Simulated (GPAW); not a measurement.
# Geometry or basis: what sets the conductance of a Li chain with one Pt atom in line

How well does a Li chain with one Pt atom in line conduct once its atoms have relaxed, and how much do cheaper levels lose?

Method: GPAW LCAO, PAW setups; relaxation of the junction within the symmetry of its start, lead ends held, in the first sound run; inputs show where later runs differ, in GPAW 26.7.0.

### Step 1. The starting structure

The cell holds 13 atoms: 12 Li and 1 Pt. Its edges and angles: a = 9.000 Å, b = 9.000 Å, c = 37.566 Å, α = 90.0°, β = 90.0°, γ = 90.0°. Regions: left lead, 6 atoms (6 Li); channel, 1 atom (1 Pt); right lead, 6 atoms (6 Li). Vacuum lies along a and b. The structure is stacked along c, and the current runs across the ab planes.

### Step 2. Relaxing the atoms

Transmission follows bond lengths closely, so the atoms between the held lead ends are relaxed first, within whatever symmetry the start has.

File run.py:

```python
import json
from ase import Atoms
from ase.constraints import FixAtoms
from ase.optimize import BFGS
from gpaw import GPAW, FermiDirac

device = Atoms(
    ['Li', 'Li', 'Li', 'Li', 'Li', 'Li', 'Pt', 'Li', 'Li', 'Li', 'Li', 'Li', 'Li'],
    positions=[
        [4.50000, 4.50000, 1.47500],
        [4.50000, 4.50000, 4.42500],
        [4.50000, 4.50000, 7.37500],
        [4.50000, 4.50000, 10.32500],
        [4.50000, 4.50000, 13.27500],
        [4.50000, 4.50000, 16.22500],
        [4.50000, 4.50000, 18.78300],
        [4.50000, 4.50000, 21.34100],
        [4.50000, 4.50000, 24.29100],
        [4.50000, 4.50000, 27.24100],
        [4.50000, 4.50000, 30.19100],
        [4.50000, 4.50000, 33.14100],
        [4.50000, 4.50000, 36.09100]],
    cell=[[9.0, 0.0, 0.0], [0.0, 9.0, 0.0], [0.0, 0.0, 37.566]],
    pbc=True)

device.set_constraint(FixAtoms([0, 1, 2, 3, 4, 8, 9, 10, 11, 12]))
device.calc = GPAW(mode='lcao', basis='dzp', xc='PBE', h=0.18,
                   kpts={'size': (1, 1, 2), 'gamma': True},
                   symmetry={'tolerance': 1e-3, 'extra_ids': [1, 1, 1, 1, 1, 0, 0, 0, 1, 1, 1, 1, 1]},
                   occupations=FermiDirac(0.1), maxiter=250,
                   mixer=dict(beta=0.1, nmaxold=8, weight=100.0),
                   convergence=dict(density=0.0001), txt='relax.txt')
path = []
opt = BFGS(device, maxstep=0.15)
opt.attach(lambda: path.append((device.get_potential_energy(), device.positions.tolist(), device.get_forces().tolist())))
relaxed = bool(opt.run(fmax=0.05, steps=50))
json.dump(dict(relaxed=relaxed, path=path, positions=device.positions.tolist(), moments=device.get_magnetic_moments().tolist(),
               forces=device.get_forces(apply_constraint=False).tolist()), open('result.json', 'w'))
```

On the command line:

```bash
$ OMP_NUM_THREADS=1 OPENBLAS_NUM_THREADS=1 python run.py
```

What it wrote:

```text
Step          Energy          fmax
BFGS:    0      -12.937928        0.845393
BFGS:    1      -12.958059        0.821221
BFGS:    2      -13.149541        0.433257
BFGS:    3      -13.186503        0.247674
BFGS:    4      -13.197404        0.039464
```

The job ended after 3.4 min (1 thread of Arm Neoverse V2, shared host; peak memory 1.5 GiB).

Step by step:

| step | energy less that of the first step (eV) | largest force (eV/Å) |
| --- | --- | --- |
| 1 | 0.0000 | 0.8454 |
| 2 | -0.0215 | 0.8212 |
| 3 | -0.2299 | 0.4333 |
| 4 | -0.2815 | 0.2477 |
| 5 | -0.2875 | 0.0395 |

The atoms that moved most (Å):

| atom | dx | dy | dz | length |
| --- | --- | --- | --- | --- |
| Li8 | 0.000 | 0.000 | -0.258 | 0.258 |
| Li6 | 0.000 | 0.000 | 0.258 | 0.258 |

The relaxation lowered the energy of the cell by 0.287 eV (energies extrapolated to zero smearing; the optimiser's log prints free energies). The largest force left on a free atom is 0.039 eV/Å.

### Step 3. Double-zeta polarised basis

The script solves lead and junction separately, takes H and S in the orbital basis, and joins semi-infinite leads through their self-energies; the dzp basis is the working standard.

This step: GPAW LCAO, PAW setups; Landauer transmission from Green's functions with principal layers (ASE), zero bias (GPAW 26.7.0).

File run.py:

```python
import json
import numpy as np
from ase import Atoms
from ase.transport.calculators import TransportCalculator
from gpaw import GPAW, FermiDirac
from gpaw.lcao.tools import get_lcao_hamiltonian
from scipy.linalg import eigh

# The junction with lead layers at both ends, along the third cell vector
device = Atoms(
    ['Li', 'Li', 'Li', 'Li', 'Li', 'Li', 'Pt', 'Li', 'Li', 'Li', 'Li', 'Li', 'Li'],
    positions=[
        [4.50000, 4.50000, 1.47500],
        [4.50000, 4.50000, 4.42500],
        [4.50000, 4.50000, 7.37500],
        [4.50000, 4.50000, 10.32500],
        [4.50000, 4.50000, 13.27500],
        [4.50000, 4.50000, 16.48252],
        [4.50000, 4.50000, 18.78300],
        [4.50000, 4.50000, 21.08348],
        [4.50000, 4.50000, 24.29100],
        [4.50000, 4.50000, 27.24100],
        [4.50000, 4.50000, 30.19100],
        [4.50000, 4.50000, 33.14100],
        [4.50000, 4.50000, 36.09100]],
    cell=[[9.0, 0.0, 0.0], [0.0, 9.0, 0.0], [0.0, 0.0, 37.566]],
    pbc=True)

# One principal layer of the lead: the first 3 atoms of the device
lead = Atoms(
    ['Li', 'Li', 'Li'],
    positions=[
        [4.50000, 4.50000, 1.47500],
        [4.50000, 4.50000, 4.42500],
        [4.50000, 4.50000, 7.37500]],
    cell=[[9.0, 0.0, 0.0], [0.0, 9.0, 0.0], [0.0, 0.0, 8.85]],
    pbc=True)

settings = dict(mode='lcao', basis='dzp', xc='PBE', h=0.2,
                occupations=FermiDirac(0.1), maxiter=250,
                mixer=dict(beta=0.1, nmaxold=8, weight=100.0),
                convergence=dict(density=0.0001))
energies = np.arange(-2, 2 + 1e-9, 0.025)
eta = 0.0001
n1, n2 = 1, 1
# k and -k transmit alike, so half of the mesh across the current serves
mesh = [(i, j) for i in range(n1) for j in range(n2) if (i, j) <= (-i % n1, -j % n2)]
weights = np.array([1 if (i, j) == (-i % n1, -j % n2) else 2 for i, j in mesh]) / (n1 * n2)

# [... helper functions left out ...]
fermi_lead = ground_state(lead, (1, 1, 13), 'lead.txt')
fermi_device = ground_state(device, (1, 1, 2), 'device.txt')
# [... loop over the mesh left out, but for ...]
        # Shift the lead onto the potential of the device's first layer
        shift = ((H[:, 0, 0] - H0[:, 0, 0]) / S0[0, 0]).real.mean()
# [...]
kT = 8.617333e-5 * 300
bias = [0.1, 0.2, 0.5, 1.0, 1.5, 2.0]
# [... integrals and printing left out ...]
```

What it wrote:

```text
basis functions: device 87, principal layer 15
Fermi level: lead -2.7382 eV, device -2.7880 eV; lead shifted by 0.0006 eV
largest coupling past the next layer 1.28e-08 eV, largest misfit of the first layer 0.011 eV
  E-E_F (eV)   T (one spin)  channels
    -2.000    8.8158e-17    0.0000
    -1.975    8.4812e-17    0.0000
    -1.950    8.0268e-17    0.0000
    -1.925    7.3323e-17    0.0000
    -1.900    6.0390e-17    0.0000
    -1.875    2.5161e-17    0.0000
    -1.850    5.9505e-16    0.0000
    -1.825    1.5737e-16    0.0000
    -1.800    1.2563e-16    0.0000
    -1.775    1.1371e-16    0.0000
    -1.750    1.0714e-16    0.0000
    -1.725    1.0275e-16    0.0000
    -1.700    9.9485e-17    0.0000
    -1.675    9.6860e-17    0.0000
    -1.650    9.4642e-17    0.0000
    -1.625    9.2698e-17    0.0000
[...]
1.825    2.3397e-01    1.0000
     1.850    2.2977e-01    1.0000
     1.875    2.2514e-01    1.0000
     1.900    2.2004e-01    1.0000
     1.925    2.1445e-01    1.0000
     1.950    2.0832e-01    1.0000
     1.975    2.0159e-01    1.0000
     2.000    1.9421e-01    1.0000
conductance at 300 K: 0.1671 G0 a cell; thermopower 5.033 uV/K
current from the zero-bias T(E) at 0.1 V: 1.2949 uA
current from the zero-bias T(E) at 0.2 V: 2.5914 uA
current from the zero-bias T(E) at 0.5 V: 6.516 uA
current from the zero-bias T(E) at 1.0 V: 15.745 uA
current from the zero-bias T(E) at 1.5 V: 22.131 uA
current from the zero-bias T(E) at 2.0 V: 26.521 uA
```

The job ended after 35 s (1 thread; peak memory 1.1 GiB).

Numbers from this step:

```yaml
conductance: 0.1671 G₀
thermopower: 5.033 μV/K
largest_coupling_past_the_next_principal_layer: 1.28e-8 eV
largest_misfit_of_the_first_principal_layer: 0.01085 eV
shift_that_aligns_the_lead: 5.63e-4 eV
basis_functions_of_the_junction: 87
basis_functions_of_a_principal_layer: 15
transmission_at_the_fermi_level_one_spin: 0.1670
open_channels_of_the_lead_at_the_fermi_level_one_spin: 1
```

One spin. Transmission, zone mean against energy, zero at the Fermi level:

| energy (eV) | transmission, zone mean |
| --- | --- |
| -2.000 | 0 |
| -1.800 | 0 |
| -1.600 | 0 |
| -1.400 | 0 |
| -1.200 | 0 |
| -1.000 | 0 |
| -0.800 | 0 |
| -0.600 | 0.0158 |
| -0.500 | 0.966 |
| -0.400 | 0.265 |
| -0.200 | 0.187 |
| 0.000 | 0.167 |
| 0.200 | 0.150 |
| 0.400 | 0.16 |
| 0.600 | 0.190 |
| 0.800 | 0.218 |
| 1.000 | 0.240 |
| 1.200 | 0.253 |
| 1.400 | 0.260 |
| 1.450 | 0.261 |
| 1.600 | 0.257 |
| 1.800 | 0.238 |
| 2.000 | 0.194 |

Crossings of the lead's bands, unfolded to its shortest repeat. Open channels, zone mean against energy, zero at the Fermi level:

| energy (eV) | open channels, zone mean |
| --- | --- |
| -0.800 | 0 |
| -0.600 | 1 |
| -0.400 | 1 |
| -0.200 | 1 |
| 0.000 | 1 |
| 0.200 | 1 |
| 0.400 | 1 |
| 0.600 | 1 |
| 0.800 | 1 |
| 1.000 | 1 |
| 1.200 | 1 |
| 1.400 | 1 |
| 1.600 | 1 |
| 1.800 | 1 |
| 2.000 | 1 |

Not self-consistent under bias; the bias window is split evenly. The current through one cell, from the zero-bias transmission by bias:

| bias (V) | current through one cell, from the zero-bias transmission (μA) |
| --- | --- |
| 0.100 | 1.29 |
| 0.200 | 2.59 |
| 0.500 | 6.52 |
| 1.000 | 15.7 |
| 1.500 | 22.1 |
| 2.000 | 26.5 |

Table of transmission of the three most open eigenchannels by energy, zero at the Fermi level:

| energy (eV) | channel 1 | channel 2 = channel 3 |
| --- | --- | --- |
| -0.700 | 4.2e-6 | 0 |
| -0.600 | 0.0158 | 0 |
| -0.500 | 0.966 | 0 |
| -0.400 | 0.265 | 0 |
| -0.300 | 0.198 | 0 |
| -0.200 | 0.187 | 0 |
| -0.100 | 0.179 | 0 |
| 0.000 | 0.167 | 0 |
| 0.100 | 0.156 | 0 |
| 0.200 | 0.150 | 0 |
| 0.300 | 0.152 | 0 |
| 0.400 | 0.16 | 0 |
| 0.500 | 0.173 | 0 |
| 0.600 | 0.190 | 0 |
| 0.700 | 0.204 | 0 |
| 0.800 | 0.218 | 0 |
| 0.900 | 0.230 | 0 |
| 1.000 | 0.240 | 0 |
| 1.100 | 0.247 | 0 |
| 1.200 | 0.253 | 0 |
| 1.300 | 0.258 | 0 |
| 1.400 | 0.260 | 0 |
| 1.500 | 0.260 | 0 |
| 1.600 | 0.257 | 0 |
| 1.700 | 0.250 | 0 |
| 1.800 | 0.238 | 0 |
| 1.900 | 0.220 | 0 |
| 2.000 | 0.194 | 0 |

Couplings past the next layer reach 1.3e-8 eV, small enough to drop; the matrix elements of the cell's first layer differ from the bulk lead's by up to 0.011 eV. That layer keeps its own values in the calculation, and only beyond it is the lead taken as perfect. The Fermi levels of lead and junction count from different zeros of potential, one for each periodic cell; with both set to zero, the small remaining shift is what aligns them. Without spin-orbit coupling, which is large for these atoms, channel counts and T are those of the scalar-relativistic bands. By hand: G = 0.1671 × 77.48 μS = 12.9 μS, a resistance of 77.2 kΩ; at 0.1 V a linear junction would pass 1.29 μA, and the integral over the bias window gives 1.29 μA. Mott's formula, S = -(π²/3)(k_B²T/e) d ln T/dE, has the prefactor 7.33 μV/K·eV at 300 K; T = 0.1701 at -0.025 eV and 0.1640 at 0.025 eV give a slope of -0.737 per eV and S = 5.40 μV/K, beside 5.03 μV/K from the thermal integral, which interpolates the same grid.

### Step 4. GPAW, szp: basis = "szp(dzp)"

One radial function a shell plus polarisation makes the matrices smaller; the question is what that costs.

Changes to run.py since step 3:

```diff
@@ -38,3 +38,3 @@
 
-settings = dict(mode='lcao', basis='dzp', xc='PBE', h=0.2,
+settings = dict(mode='lcao', basis='szp(dzp)', xc='PBE', h=0.2,
                 occupations=FermiDirac(0.1), maxiter=250,
```

What it wrote:

```text
basis functions: device 63, principal layer 12
Fermi level: lead -2.8434 eV, device -2.8148 eV; lead shifted by 0.0002 eV
largest coupling past the next layer 1.26e-08 eV, largest misfit of the first layer 0.009 eV
  E-E_F (eV)   T (one spin)  channels
    -2.000    4.9422e-22    0.0000
    -1.975    2.6105e-20    0.0000
    -1.950    8.4051e-21    0.0000
    -1.925    6.0603e-21    0.0000
    -1.900    5.1014e-21    0.0000
    -1.875    4.5452e-21    0.0000
    -1.850    4.1600e-21    0.0000
    -1.825    3.8634e-21    0.0000
    -1.800    3.6189e-21    0.0000
    -1.775    3.4080e-21    0.0000
    -1.750    3.2201e-21    0.0000
    -1.725    3.0489e-21    0.0000
    -1.700    2.8904e-21    0.0000
    -1.675    2.7418e-21    0.0000
    -1.650    2.6012e-21    0.0000
    -1.625    2.4673e-21    0.0000
[...]
1.825    4.4755e-01    1.0000
     1.850    4.3840e-01    1.0000
     1.875    4.2829e-01    1.0000
     1.900    4.1715e-01    1.0000
     1.925    4.0491e-01    1.0000
     1.950    3.9146e-01    1.0000
     1.975    3.7669e-01    1.0000
     2.000    3.6049e-01    1.0000
conductance at 300 K: 0.2497 G0 a cell; thermopower 1.372 uV/K
current from the zero-bias T(E) at 0.1 V: 1.935 uA
current from the zero-bias T(E) at 0.2 V: 3.8721 uA
current from the zero-bias T(E) at 0.5 V: 9.7365 uA
current from the zero-bias T(E) at 1.0 V: 22.447 uA
current from the zero-bias T(E) at 1.5 V: 32.419 uA
current from the zero-bias T(E) at 2.0 V: 40.53 uA
```

It took 32 s on 1 thread; peak memory 1.1 GiB.

Numbers from this step:

| Quantity | Value |
| --- | --- |
| conductance | 0.2497 G₀ |
| largest coupling past the next principal layer | 1.26e-8 eV |
| largest misfit of the first principal layer | 0.009261 eV |
| shift that aligns the lead | 1.80e-4 eV |
| basis functions of the junction | 63 |
| basis functions of a principal layer | 12 |
| transmission at the Fermi level (one spin) | 0.2496 |

One spin. The transmission, zone mean by energy, zero at the Fermi level:

| energy (eV) | transmission, zone mean |
| --- | --- |
| -2.000 | 0 |
| -1.900 | 0 |
| -1.800 | 0 |
| -1.700 | 0 |
| -1.600 | 0 |
| -1.500 | 0 |
| -1.400 | 0 |
| -1.300 | 0 |
| -1.200 | 0 |
| -1.100 | 0 |
| -1.000 | 0 |
| -0.900 | 0 |
| -0.800 | 0 |
| -0.700 | 7.4e-5 |
| -0.600 | 0.0301 |
| -0.500 | 0.936 |
| -0.400 | 0.330 |
| -0.300 | 0.262 |
| -0.200 | 0.256 |
| -0.100 | 0.255 |
| 0.000 | 0.250 |
| 0.100 | 0.246 |
| 0.200 | 0.248 |
| 0.300 | 0.260 |
| 0.400 | 0.281 |
| 0.500 | 0.308 |
| 0.600 | 0.340 |
| 0.700 | 0.371 |
| 0.800 | 0.400 |
| 0.900 | 0.426 |
| 1.000 | 0.449 |
| 1.100 | 0.468 |
| 1.200 | 0.484 |
| 1.300 | 0.495 |
| 1.400 | 0.502 |
| 1.450 | 0.503 |
| 1.500 | 0.502 |
| 1.600 | 0.496 |
| 1.700 | 0.481 |
| 1.800 | 0.456 |
| 1.900 | 0.417 |
| 2.000 | 0.360 |

Crossings of the lead's bands, unfolded to its shortest repeat. Table of open channels, zone mean by energy, zero at the Fermi level:

| energy (eV) | open channels, zone mean |
| --- | --- |
| -0.800 | 0 |
| -0.700 | 1 |
| -0.600 | 1 |
| -0.500 | 1 |
| -0.400 | 1 |
| -0.300 | 1 |
| -0.200 | 1 |
| -0.100 | 1 |
| 0.000 | 1 |
| 0.100 | 1 |
| 0.200 | 1 |
| 0.300 | 1 |
| 0.400 | 1 |
| 0.500 | 1 |
| 0.600 | 1 |
| 0.700 | 1 |
| 0.800 | 1 |
| 0.900 | 1 |
| 1.000 | 1 |
| 1.100 | 1 |
| 1.200 | 1 |
| 1.300 | 1 |
| 1.400 | 1 |
| 1.500 | 1 |
| 1.600 | 1 |
| 1.700 | 1 |
| 1.800 | 1 |
| 1.900 | 1 |
| 2.000 | 1 |

Not self-consistent under bias; the bias window is split evenly. Current through one cell, from the zero-bias transmission against bias:

| bias (V) | current through one cell, from the zero-bias transmission (μA) |
| --- | --- |
| 0.100 | 1.94 |
| 0.200 | 3.87 |
| 0.500 | 9.74 |
| 1.000 | 22.4 |
| 1.500 | 32.4 |
| 2.000 | 40.5 |

Transmission of the three most open eigenchannels against energy, zero at the Fermi level:

| energy (eV) | channel 1 | channel 2 = channel 3 |
| --- | --- | --- |
| -0.700 | 7.4e-5 | 0 |
| -0.600 | 0.0301 | 0 |
| -0.500 | 0.936 | 0 |
| -0.400 | 0.330 | 0 |
| -0.300 | 0.262 | 0 |
| -0.200 | 0.256 | 0 |
| -0.100 | 0.255 | 0 |
| 0.000 | 0.250 | 0 |
| 0.100 | 0.246 | 0 |
| 0.200 | 0.248 | 0 |
| 0.300 | 0.260 | 0 |
| 0.400 | 0.281 | 0 |
| 0.500 | 0.308 | 0 |
| 0.600 | 0.340 | 0 |
| 0.700 | 0.371 | 0 |
| 0.800 | 0.400 | 0 |
| 0.900 | 0.426 | 0 |
| 1.000 | 0.449 | 0 |
| 1.100 | 0.468 | 0 |
| 1.200 | 0.484 | 0 |
| 1.300 | 0.495 | 0 |
| 1.400 | 0.502 | 0 |
| 1.500 | 0.502 | 0 |
| 1.600 | 0.496 | 0 |
| 1.700 | 0.481 | 0 |
| 1.800 | 0.456 | 0 |
| 1.900 | 0.417 | 0 |
| 2.000 | 0.360 | 0 |

The conductance, 0.250 G₀, lies 49 % above that of the dzp run.

### Step 5. GPAW, sz: basis = "sz(dzp)"

One function for each valence shell of the setup, as for a first survey of a large system.

Changes to run.py since step 4:

```diff
@@ -38,3 +38,3 @@
 
-settings = dict(mode='lcao', basis='szp(dzp)', xc='PBE', h=0.2,
+settings = dict(mode='lcao', basis='sz(dzp)', xc='PBE', h=0.2,
                 occupations=FermiDirac(0.1), maxiter=250,
```

What it wrote:

```text
basis functions: device 24, principal layer 3
Fermi level: lead -2.6879 eV, device -2.6261 eV; lead shifted by 0.0004 eV
largest coupling past the next layer 1.25e-08 eV, largest misfit of the first layer 0.003 eV
  E-E_F (eV)   T (one spin)  channels
    -2.000    8.9562e-22    0.0000
    -1.975    8.2728e-22    0.0000
    -1.950    7.6521e-22    0.0000
[...]
1.975    9.8327e-01    1.0000
     2.000    9.7881e-01    1.0000
conductance at 300 K: 0.54401 G0 a cell; thermopower -1.8 uV/K
current from the zero-bias T(E) at 0.1 V: 4.2131 uA
current from the zero-bias T(E) at 0.2 V: 8.4153 uA
current from the zero-bias T(E) at 0.5 V: 20.905 uA
current from the zero-bias T(E) at 1.0 V: 39.69 uA
current from the zero-bias T(E) at 1.5 V: 55.844 uA
current from the zero-bias T(E) at 2.0 V: 71.409 uA
```

Elapsed: 32 s, on 1 thread; peak memory 1 GiB.

Numbers from this step:

```
conductance                                    : 0.5440 G₀
thermopower                                    : -1.800 μV/K
largest coupling past the next principal layer : 1.25e-8 eV
largest misfit of the first principal layer    : 0.003135 eV
shift that aligns the lead                     : 4.28e-4 eV
basis functions of the junction                : 24
basis functions of a principal layer           : 3
transmission at the Fermi level (one spin)     : 0.5447
```

The conductance, 0.544 G₀, lies 226 % above that of the dzp run.

### Step 6. RPBE in the dzp basis: xc = "RPBE"

Back in the dzp basis, the functional changes from PBE to RPBE, to set the spread between functionals beside that between bases.

Changes to run.py since step 5:

```diff
@@ -38,3 +38,3 @@
 
-settings = dict(mode='lcao', basis='sz(dzp)', xc='PBE', h=0.2,
+settings = dict(mode='lcao', basis='dzp', xc='RPBE', h=0.2,
                 occupations=FermiDirac(0.1), maxiter=250,
```

What it wrote:

```text
basis functions: device 87, principal layer 15
Fermi level: lead -2.7220 eV, device -2.7661 eV; lead shifted by 0.0005 eV
largest coupling past the next layer 1.35e-08 eV, largest misfit of the first layer 0.011 eV
  E-E_F (eV)   T (one spin)  channels
    -2.000    9.4509e-17    0.0000
    -1.975    9.1971e-17    0.0000
    -1.950    8.8894e-17    0.0000
[...]
1.975    1.9487e-01    1.0000
     2.000    1.8903e-01    1.0000
conductance at 300 K: 0.16196 G0 a cell; thermopower 6.992 uV/K
current from the zero-bias T(E) at 0.1 V: 1.2558 uA
current from the zero-bias T(E) at 0.2 V: 2.5172 uA
current from the zero-bias T(E) at 0.5 V: 6.4042 uA
current from the zero-bias T(E) at 1.0 V: 16.349 uA
current from the zero-bias T(E) at 1.5 V: 21.852 uA
current from the zero-bias T(E) at 2.0 V: 25.863 uA
```

Wall time 35 s (1 thread); peak memory 1.1 GiB.

This step gave:

```yaml
conductance: 0.1620 G₀
thermopower: 6.992 μV/K
largest_coupling_past_the_next_principal_layer: 1.35e-8 eV
largest_misfit_of_the_first_principal_layer: 0.01134 eV
shift_that_aligns_the_lead: 5.48e-4 eV
basis_functions_of_the_junction: 87
basis_functions_of_a_principal_layer: 15
transmission_at_the_fermi_level_one_spin: 0.1616
```

The conductance, 0.162 G₀, lies 3.1 % below that of the dzp run.

(Part 1 of 2 ends here.)

[Logs are printed without paths, hosts, clocks, repeated set-up lines and the standing remarks that a program may print on its own settings, such as how far it seeks lower states.]

[Hosts, paths, dates, database ids (printed as entryN), source tags and the programs' standing remarks are cut or masked in the printed files.]
